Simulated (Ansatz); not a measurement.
# As (R-3m, 2 atoms in the cell): zone-centre modes under pressure, part 2 of 2

Wanted: Grüneisen parameters and pressure coefficients of the modes of As (R-3m, 2 atoms in the cell).

Ansatz 0.2.0; DFT LDA, scalar-relativistic, plane waves, PAW; PAW set soft_1.

So far. Step 3 (Tight relaxation): The largest force component left is 0.021 meV/Å and the pressure is -0.004 GPa, within the tolerances set. The cell now holds 20.37 Å³/atom.

The database entry behind the starting cell differs from later determinations by our own check (old inner coordinate), so it need not match the best structure at ambient conditions.

### 4. Zone-centre response at rest

The force constants come from the linear response of the density to a displacement.

The modes at rest are the reference of the series.

Input file input.yaml:

```yaml
crystal:
  lattice:
    - [1.8801600901, 1.0855109342, 3.3274366807]
    - [-1.8801600901, 1.0855109342, 3.3274366807]
    - [0.0, -2.1710218683, 3.3274366807]
  atoms:
    - { symbol: As, position: [0.7694367451, 0.7694367451, 0.7694367451] }
    - { symbol: As, position: [0.2305632549, 0.2305632549, 0.2305632549] }
kpoints:
  mp_grid: { grid: [15, 15, 15] }
hamiltonian:
  xc: lda
  pseudopotentials: { kind: paw, azcp: { folder: soft_1 }, xc_functional: pbe }
scf:
  occupations: { method: methfessel_paxton, width: 0.2 }
output:
  eigenvalues: true
phonons:
  method: dfpt
```

On the command line:

```sh
> ansatz run input.yaml --threads 4 --pin off --max-ram 10240MiB --backend cpu --events-out ev --progress --plain --runs-dir out
```

Numbers of over 12 decimals in the logs are rounded to 6 here.

What it wrote:

```text
[...]
Crystal: 2 atoms, lattice volume = 40.746 Å³
Basis set: ecut = 420 eV, 773 PW (Γ), exchange–correlation on 54×54×54 points (8 copies of the dense FFT grid, shifted against one another)
Bands: 19, of which v1, the nominal top of the filled ones, is band 15 counted from 1 (14 counted from 0)
Symmetry: 12 space group operations
k-points: 904 of 3375 (irreducible under 2 space group operations, time reversal used)
[...]
SCF iter   1: F=—  HF=-9547.385355 eV  |F-HF|=—  |Δ(HF+E_count)|=         —  Δρ=2.29e-2  dr2=1.48e-1  ethr=3.10e-3  ⟨swp⟩=5.0  Hψ=77811  notcnv=0
[...]
SCF iter  11: F=-9547.350688 eV  HF=-9547.350688 eV  |F-HF|=0.00e0  |Δ(HF+E_count)|=  1.82e-12  S|Δr|=    0.00e0  Δρ=6.40e-8  dr2=2.47e-12  ethr=1.00e-12  ⟨swp⟩=5.0  Hψ=67165  notcnv=0
SCF 1 converged in 11 iterations: F = -9547.350688 eV  dr2 = 2.47e-12
[...]
DFPT response loops at Γ: preconditioner auto → Kerker (q_TF=auto, 2.593 Å⁻¹) (partly filled bands, converged f_vac=0.001); β = 1.00, the filter's whole step (`scf.mixing.beta` (0.50) is not read by the response loops under this deck's `scf.mixing.preconditioner`; to damp them name `kerker` or `kerker_dos`, under which they read `scf.mixing.beta`, and type it under 1.00, their step now; both keys bind the ground state too); Broyden in place of MSR1
SCF converged after 11 iterations
[...]
Free energy (F): -9547.350688 eV
[...]
Internal energy: -9547.352007 eV  (E = F + TS)
E sigma→0 (E₀):  -9547.351017 eV
Entropy (-TS):   0.001319 eV (0.660 meV/atom)
Fermi energy:    10.722905 eV
[...]
--- Band table (eV; the first three rows and the last of 904) ---
  k-point 0: bands = [... 11 lower, 5.1676, 8.3268, 8.6072, 8.6072, 12.8864, 13.8981, 13.8981, 17.2345]
  k-point 1: bands = [... 11 lower, 4.8921, 8.3502, 8.5779, 8.6721, 12.9355, 13.7497, 13.7923, 16.8817]
  k-point 2: bands = [... 11 lower, 4.1922, 8.3171, 8.5005, 8.8977, 12.9051, 13.3974, 13.4720, 16.4173]
  k-point 903: bands = [... 11 lower, 0.2184, 8.0745, 8.7815, 10.3529, 11.0795, 11.2939, 12.9537, 19.0094]
--- Phonons (Γ-DFPT): 2 representative perturbations + reference, on 904 of 3375 k-points (Σ response iterations 6) ---
  k mesh reduced under 2 symmetry operations, with k and −k counted as one. Each operation leaves every solved perturbation unchanged. A smaller set is not used because it would not reduce the number of displacements times k-points to solve
  ASR residual: 9.768e-6 → 0.000e0 eV/Å²; symmetrization residual: 9.309e-6 eV/Å²
  ASR residual per site (eV/Å²): 9.77e-6 9.77e-6
  Γ frequencies (cm⁻¹): 0.00 0.00 0.00 163.01 163.01 236.32
  non-analytic LO–TO correction: not included (Born effective charges unavailable; polar crystals: no LO–TO splitting at Γ)
```

It took 41 s on 4 threads of AMD EPYC 7B13 (Zen 3), shared host; peak memory 2.2 GiB; 2.5 min of CPU time.

Numbers from this step:

- sum-rule residual before enforcement: 9.77e-6 eV/Å²
- point group: -3m
- highest optical mode at the zone centre (no LO-TO term): 236.3 cm⁻¹
- lowest optical zone-centre mode: 163.0 cm⁻¹

Patterns of degenerate modes are one choice out of their space. Modes at Γ:

```
mode  frequency (cm⁻¹)  symmetry
   1               0.0  acoustic
   2               0.0  acoustic
   3               0.0  acoustic
   4             163.0        Eg
   5             163.0        Eg
   6             236.3       A1g
```

Displacements in mode 4 (163.0 cm⁻¹), the largest set to 1:
```
As1  0.00 -1.00  0.00
As2  0.00  1.00  0.00
```

Displacements in mode 6 (236.3 cm⁻¹), the largest set to 1:
```
As1  0.00  0.00 -1.00
As2  0.00  0.00  1.00
```

Before it was imposed, the acoustic sum rule was missed by 9.8e-6 eV/Å². Small misses are needed for a sound result but don't prove that mesh and cutoff are converged. The lowest optical mode is real, 163 cm⁻¹.

### 5. A member of the series: 1.06 times the volume at rest

The cell is set to 1.06 times the volume at rest, and shape and atoms relax at that volume.

input.yaml, the sections that differ from step 4:

```yaml
crystal:
  lattice:
    - [1.9028065646, 1.0985858823, 3.4436265102]
    - [-1.9028065646, 1.0985858823, 3.4436265102]
    - [0.0, -2.1971717646, 3.4436265102]
  atoms:
    - { symbol: As, position: [0.7713340358, 0.7713340358, 0.7713340358] }
    - { symbol: As, position: [0.2286659642, 0.2286659642, 0.2286659642] }
output:
  forces: true
  stress: true
  eigenvalues: true
relax:
  adjacent_minimum: "off"
  f_tol: 0.001
  max_steps: 60
  cell: { stress_tol: 0.01, fix: [volume] }
# kpoints, hamiltonian, scf: as in step 4
# phonons: removed
```

What it wrote:

```text
[...]
Crystal: 2 atoms, lattice volume = 43.191 Å³
Basis set: ecut = 420 eV, 845 PW (Γ)
Bands: 19, of which v1, the nominal top of the filled ones, is band 15 counted from 1 (14 counted from 0)
Symmetry: 12 space group operations
[...]
k-points: 344 of 3375
[...]
k-point 343: bands = [... 11 lower, -0.2323, 7.2582, 7.9630, 9.5982, 10.2764, 10.6882, 12.1322, 17.7399]
--- Relaxed structure (4 steps of the walk, 4 accepted, 1 SCFs on fresh bases) ---
[...]
cell:  # Å, volume = 43.1913 Å³
    - [1.894418, 1.093743, 3.474190]
    - [-1.894418, 1.093743, 3.474190]
    - [0, -2.187486, 3.474190]
  atoms:
    - { symbol: As, position: [0.772307, 0.772307, 0.772307] }
    - { symbol: As, position: [0.227693, 0.227693, 0.227693] }
[key lines of the parts left out:]
SCF converged after 6 iterations
Free energy (F): -9547.328575 eV
Fermi energy:    9.828554 eV
P = ⅓ Tr σ = -2.6488 GPa (-26.488 kbar)
```

Elapsed: 14 s, on 4 threads; peak memory 0.6 GiB; 51 s of CPU time.

Relaxation path:

```
step  energy less that of the first step (eV)  largest force component (eV/Å)  pressure (GPa)  volume (Å³)
   1                                   0.0000                          0.1101           -3.30        43.19
   2                                  -0.0014                          0.0286           -2.74        43.19
   3                                  -0.0016                          0.0010           -2.66        43.19
   4                                  -0.0017                          0.0000           -2.65        43.19
  5*                                  -0.0017                          0.0000           -2.65        43.19
```

Relaxation steps marked * repeat the geometry before them on a plane-wave basis chosen anew for their cell, so energy and pressure can jump there.

The run keeps the 12 symmetry operations that it works with, so distortions that break them were not tested.

```
conventional cell, symmetrised  before   after  change
                         a (Å)   3.806   3.789  -0.4 %
                         b (Å)   3.806   3.789  -0.4 %
                         c (Å)  10.331  10.423  +0.9 %
              volume (Å³/atom)   21.60   21.60  +0.0 %
```

The atoms that moved most (Å, as changes of fractional coordinates times the final cell):

```
atom     dx     dy      dz  length
 As1  0.000  0.000   0.010   0.010
 As2  0.000  0.000  -0.010   0.010
```

The relaxed structure:

```xyz
2
Lattice="1.8944 1.0937 3.4742 -1.8944 1.0937 3.4742 0.0000 -2.1875 3.4742" Properties=species:S:1:pos:R:3 pbc="T T T"
As    0.0000    0.0000    8.0494
As    0.0000    0.0000    2.3731
```

Numbers from this step:

```yaml
pressure: -2.649 GPa
volume_per_atom: 21.60 Å³
```

The largest force component left is 0.036 meV/Å, at a pressure of -2.65 GPa.

### 6. Modes of this member: 1.06 times the volume at rest

The zone-centre modes follow for 1.06 times the volume at rest.

input.yaml, the sections that differ from step 5:

```yaml
crystal:
  lattice:
    - [1.8944183177, 1.0937429257, 3.4741899194]
    - [-1.8944183177, 1.0937429257, 3.4741899194]
    - [0.0, -2.1874858514, 3.4741899194]
  atoms:
    - { symbol: As, position: [0.7723068469, 0.7723068469, 0.7723068469] }
    - { symbol: As, position: [0.2276931531, 0.2276931531, 0.2276931531] }
output:
  eigenvalues: true
phonons:
  method: dfpt
# kpoints, hamiltonian, scf: as in step 5
# relax: removed
```

What it wrote:

```text
[...]
Crystal: 2 atoms, lattice volume = 43.191 Å³
Basis set: ecut = 420 eV, 851 PW (Γ), exchange–correlation on 60×60×60 points (8 copies of the dense FFT grid, shifted against one another)
Bands: 19, of which v1, the nominal top of the filled ones, is band 15 counted from 1 (14 counted from 0)
Symmetry: 12 space group operations
k-points: 904 of 3375 (irreducible under 2 space group operations, time reversal used)
[...]
SCF iter   1: F=—  HF=-9547.366132 eV  |F-HF|=—  |Δ(HF+E_count)|=         —  Δρ=2.28e-2  dr2=1.57e-1  ethr=3.10e-3  ⟨swp⟩=5.0  Hψ=77798  notcnv=0
[...]
SCF iter  11: F=-9547.328575 eV  HF=-9547.328575 eV  |F-HF|=3.64e-12  |Δ(HF+E_count)|=  1.82e-12  S|Δr|=    0.00e0  Δρ=8.84e-8  dr2=5.00e-12  ethr=1.00e-12  ⟨swp⟩=5.0  Hψ=66954  notcnv=0
SCF 1 converged in 11 iterations: F = -9547.328575 eV  dr2 = 5.00e-12
[...]
SCF converged after 11 iterations
[...]
Free energy (F): -9547.328575 eV
[...]
Internal energy: -9547.329668 eV  (E = F + TS)
E sigma→0 (E₀):  -9547.328848 eV
Entropy (-TS):   0.001093 eV (0.546 meV/atom)
Fermi energy:    9.828554 eV
[...]
--- Band table (eV; the first three rows and the last of 904) ---
  k-point 0: bands = [... 11 lower, 3.9085, 7.4313, 7.8377, 7.8377, 11.6115, 12.7654, 12.7654, 16.6252]
  k-point 1: bands = [... 11 lower, 3.6965, 7.4622, 7.7984, 7.8170, 11.7139, 12.6230, 12.7049, 16.1958]
  k-point 2: bands = [... 11 lower, 3.1262, 7.4128, 7.6934, 7.9169, 11.7744, 12.3374, 12.5035, 15.6278]
  k-point 903: bands = [... 11 lower, -0.2323, 7.2582, 7.9630, 9.5982, 10.2764, 10.6882, 12.1322, 17.7399]
[...]
ASR residual: 1.428e-5 → 0.000e0 eV/Å²; symmetrization residual: 7.109e-6 eV/Å²
  ASR residual per site (eV/Å²): 1.43e-5 1.43e-5
  Γ frequencies (cm⁻¹): 0.00 0.00 0.00 171.22 171.22 239.64
[...]
```

Run time: 41 s. Hardware: 4 threads; peak memory 2.3 GiB.

This step gave:

- sum-rule residual before enforcement: 1.43e-5 eV/Å²
- highest optical mode at the zone centre (no LO-TO term): 239.6 cm⁻¹
- lowest optical zone-centre mode: 171.2 cm⁻¹

Patterns of degenerate modes are one choice out of their space. Modes at Γ:

```
mode  frequency (cm⁻¹)  symmetry
   1               0.0  acoustic
   2               0.0  acoustic
   3               0.0  acoustic
   4             171.2        Eg
   5             171.2        Eg
   6             239.6       A1g
```

The lowest optical mode is real, 171 cm⁻¹, and the highest lies at 239.6 cm⁻¹.

### 7. Relaxation of a member: 0.9 times the volume at rest

The cell is set to 0.9 times the volume at rest, and shape and atoms relax at that volume.

input.yaml, the sections that differ from step 6:

```yaml
crystal:
  lattice:
    - [1.8363861793, 1.060238055, 3.1391635111]
    - [-1.8363861793, 1.060238055, 3.1391635111]
    - [0.0, -2.1204761099, 3.1391635111]
  atoms:
    - { symbol: As, position: [0.765585256, 0.765585256, 0.765585256] }
    - { symbol: As, position: [0.234414744, 0.234414744, 0.234414744] }
output:
  forces: true
  stress: true
  eigenvalues: true
relax:
  adjacent_minimum: "off"
  f_tol: 0.001
  max_steps: 60
  cell: { stress_tol: 0.01, fix: [volume] }
# kpoints, hamiltonian, scf: as in step 6
# phonons: removed
```

What it wrote:

```text
[...]
Crystal: 2 atoms, lattice volume = 36.672 Å³
Basis set: ecut = 420 eV, 713 PW (Γ)
Bands: 19, of which v1, the nominal top of the filled ones, is band 15 counted from 1 (14 counted from 0)
Symmetry: 12 space group operations
[...]
k-points: 344 of 3375
[...]
k-point 343: bands = [... 11 lower, 1.1063, 9.6869, 10.3895, 11.7687, 12.5958, 12.9327, 14.5629, 21.5520]
--- Relaxed structure (5 steps of the walk, 5 accepted, 1 SCFs on fresh bases) ---
[...]
cell:  # Å, volume = 36.6718 Å³
    - [1.840948, 1.062872, 3.123626]
    - [-1.840948, 1.062872, 3.123626]
    - [0, -2.125744, 3.123626]
  atoms:
    - { symbol: As, position: [0.764576, 0.764576, 0.764576] }
    - { symbol: As, position: [0.235424, 0.235424, 0.235424] }
[key lines of the parts left out:]
SCF converged after 5 iterations
Free energy (F): -9547.259119 eV
Fermi energy:    12.444905 eV
P = ⅓ Tr σ = 8.0776 GPa (80.776 kbar)
```

Elapsed: 15 s, on 4 threads; peak memory 0.56 GiB; 57 s of CPU time.

The steps of the relaxation:

```
step  energy less that of the first step (eV)  largest force component (eV/Å)  pressure (GPa)  volume (Å³)
   1                                   0.0000                          0.1191            8.61        36.67
   2                                  -0.0012                          0.0305            8.23        36.67
   3                                  -0.0014                          0.0039            8.08        36.67
   4                                  -0.0014                          0.0016            8.08        36.67
   5                                  -0.0014                          0.0000            8.08        36.67
  6*                                  -0.0014                          0.0000            8.08        36.67
```

Relaxation steps marked * repeat the geometry before them on a plane-wave basis chosen anew for their cell, so energy and pressure can jump there.

The run keeps the 12 symmetry operations that it works with, so distortions that break them were not tested.

```
conventional cell, symmetrised  before  after  change
                         a (Å)   3.673  3.682  +0.2 %
                         b (Å)   3.673  3.682  +0.2 %
                         c (Å)   9.417  9.371  -0.5 %
              volume (Å³/atom)   18.34  18.34  +0.0 %
```

Final coordinates:

```xyz
2
Lattice="1.8409 1.0629 3.1236 -1.8409 1.0629 3.1236 0.0000 -2.1257 3.1236" Properties=species:S:1:pos:R:3 pbc="T T T"
As    0.0000    0.0000    7.1647
As    0.0000    0.0000    2.2061
```

This step gave:

- pressure: 8.078 GPa
- volume per atom: 18.34 Å³

The largest force component left is 0.029 meV/Å, at a pressure of 8.08 GPa.

### 8. Modes of this member: 0.9 times the volume at rest

The zone-centre modes follow for 0.9 times the volume at rest.

input.yaml, the sections that differ from step 7:

```yaml
crystal:
  lattice:
    - [1.8409479104, 1.0628717717, 3.1236255615]
    - [-1.8409479104, 1.0628717717, 3.1236255615]
    - [0.0, -2.1257435433, 3.1236255615]
  atoms:
    - { symbol: As, position: [0.7645762734, 0.7645762734, 0.7645762734] }
    - { symbol: As, position: [0.2354237266, 0.2354237266, 0.2354237266] }
output:
  eigenvalues: true
phonons:
  method: dfpt
# kpoints, hamiltonian, scf: as in step 7
# relax: removed
```

What it wrote:

```text
[...]
Crystal: 2 atoms, lattice volume = 36.672 Å³
Basis set: ecut = 420 eV, 713 PW (Γ), exchange–correlation on 54×54×54 points (8 copies of the dense FFT grid, shifted against one another)
Bands: 19, of which v1, the nominal top of the filled ones, is band 15 counted from 1 (14 counted from 0)
Symmetry: 12 space group operations
k-points: 904 of 3375 (irreducible under 2 space group operations, time reversal used)
[...]
k-point 1: bands = [... 11 lower, 7.2069, 10.0314, 10.1251, 10.3946, 15.3071, 15.9299, 15.9615, 18.3051]
  k-point 2: bands = [... 11 lower, 6.2272, 10.0187, 10.0839, 10.8568, 15.0721, 15.3930, 15.5289, 18.0134]
  k-point 903: bands = [... 11 lower, 1.1063, 9.6869, 10.3895, 11.7687, 12.5958, 12.9327, 14.5629, 21.5520]
[...]
ASR residual: 3.815e-5 → 0.000e0 eV/Å²; symmetrization residual: 7.818e-6 eV/Å²
  ASR residual per site (eV/Å²): 3.81e-5 3.81e-5
  Γ frequencies (cm⁻¹): 0.00 0.00 0.00 131.79 131.79 223.08
[...]
[key lines of the parts left out:]
SCF converged after 10 iterations
Free energy (F): -9547.259120 eV
Fermi energy:    12.444905 eV
```

Run time: 37 s. Hardware: 4 threads; peak memory 2.1 GiB.

This step gave:

| Item | Value |
| --- | --- |
| sum-rule residual before enforcement | 3.81e-5 eV/Å² |
| highest optical mode at the zone centre (no LO-TO term) | 223.1 cm⁻¹ |
| lowest optical zone-centre mode | 131.8 cm⁻¹ |

Patterns of degenerate modes are one choice out of their space. Modes at Γ:

```
mode  frequency (cm⁻¹)  symmetry
   1               0.0  acoustic
   2               0.0  acoustic
   3               0.0  acoustic
   4             131.8        Eg
   5             131.8        Eg
   6             223.1       A1g
```

Displacements in mode 5 (131.8 cm⁻¹), the largest set to 1:
```
As1  0.00  1.00  0.00
As2  0.00 -1.00  0.00
```

Displacements in mode 6 (223.1 cm⁻¹), the largest set to 1:
```
As1  0.00  0.00  1.00
As2  0.00  0.00 -1.00
```

The lowest optical mode is real, 132 cm⁻¹, and the highest lies at 223.1 cm⁻¹.

For the highest optical mode at the zone centre (no LO-TO term), step 4 gave 236 cm⁻¹; this run, with volume ratio 0.9, gives 223 cm⁻¹ (-6 %).

### 9. The series together

The members are set side by side, also those not shown above.

Each row is one cell with its response, relaxed at fixed volume as far as symmetry leaves anything free; energies are extrapolated to zero smearing, and E0 is that at rest; shape and atoms are relaxed in each cell where symmetry leaves them free; all runs use 15×15×15 k points and Methfessel-Paxton smearing of 0.2 eV. State of the crystal along the series:

```
volume ratio  V (Å³/atom)  pressure (GPa)  E - E0 (meV/atom)  first cell vector (Å)  third cell vector (Å)
         0.9        18.34           8.078              45.84                  3.778                  3.778
        0.92        18.74           6.019              27.93                  3.816                  3.816
        0.94        19.15           4.205              14.96                  3.854                  3.854
        0.96        19.56           2.615               6.33                  3.893                  3.893
        0.98        19.97           1.215              1.506                  3.933                  3.933
        0.99        20.17           0.581              0.369                  3.953                  3.953
           1        20.37       -0.004279                  0                  3.973                  3.973
        1.02        20.78          -1.052              1.369                  4.015                  4.015
        1.04        21.19           -1.93              5.205                  4.059                  4.059
        1.06         21.6          -2.649              11.08                  4.106                  4.106
```

Each mode is tracked from rest by its pattern, and modes that stay within 0.3 cm⁻¹ of each other stand once; shape and atoms are relaxed in each cell where symmetry leaves them free; all runs use 15×15×15 k points and Methfessel-Paxton smearing of 0.2 eV. Optical modes along the series:

```
V (Å³/atom)  mode 4 Eg (cm⁻¹)  mode 6 A1g (cm⁻¹)
      18.34             131.8              223.1
      18.74             138.2              226.8
      19.15             145.3              229.6
      19.56             152.7              232.3
      19.97             158.8              234.6
      20.17               161              235.5
      20.37               163              236.3
      20.78             166.1              237.3
      21.19             168.4              238.1
       21.6             171.2              239.6
```

From cubic fits (parabolas where under five rows exist) of ln ω and P against ln V through the rows within about 4 % of rest: γ = −d ln ω / d ln V and dω/dP = γ ω / B. Slopes at rest:

```
      mode  fitted frequency at rest (cm⁻¹)  Grüneisen parameter γ  dω/dP (cm⁻¹/GPa)
 mode 4 Eg                              163                  -1.09             -3.13
mode 6 A1g                            236.2                  -0.29             -1.22
```

### 10. Results

| Item | Value |
| --- | --- |
| members | 10 |
| highest optical mode at the zone centre (no LO-TO term), at rest | 236.3 cm⁻¹ |
| bulk modulus at rest | 56.6 GPa |
| mode 4 Eg, γ | -1.09 |
| mode 6 A1g, γ | -0.29 |

What this shows: The series spans -2.6 to 8.1 GPa, and the slope at rest gives a bulk modulus of 57 GPa. Among the modes in the table of slopes γ runs from -1.09 (mode 4 Eg) to -0.29 (mode 6 A1g). A negative γ means that the mode softens under pressure. One k mesh and one cutoff serve the ground states and modes of all volumes. These are harmonic frequencies at zero temperature: anharmonic shifts, linewidths and thermal expansion are left out. With no gap, or one that is small against the smearing, the frequencies hang on the k mesh and the smearing, most of all near Kohn anomalies. The PAW files were made for PBE; the program adapts parts of them to the functional of the run, but their partial waves stay those of PBE, an approximation that was not tested in this session. Only the zone centre was solved, so an instability at another wavevector cannot show here.

[Logs are printed without paths, hosts, clocks, repeated set-up lines and the standing remarks that a program may print on its own settings, such as how far it seeks lower states.]

[Hosts, paths, dates, database ids (printed as entryN), source tags and the programs' standing remarks are cut or masked in the printed files.]
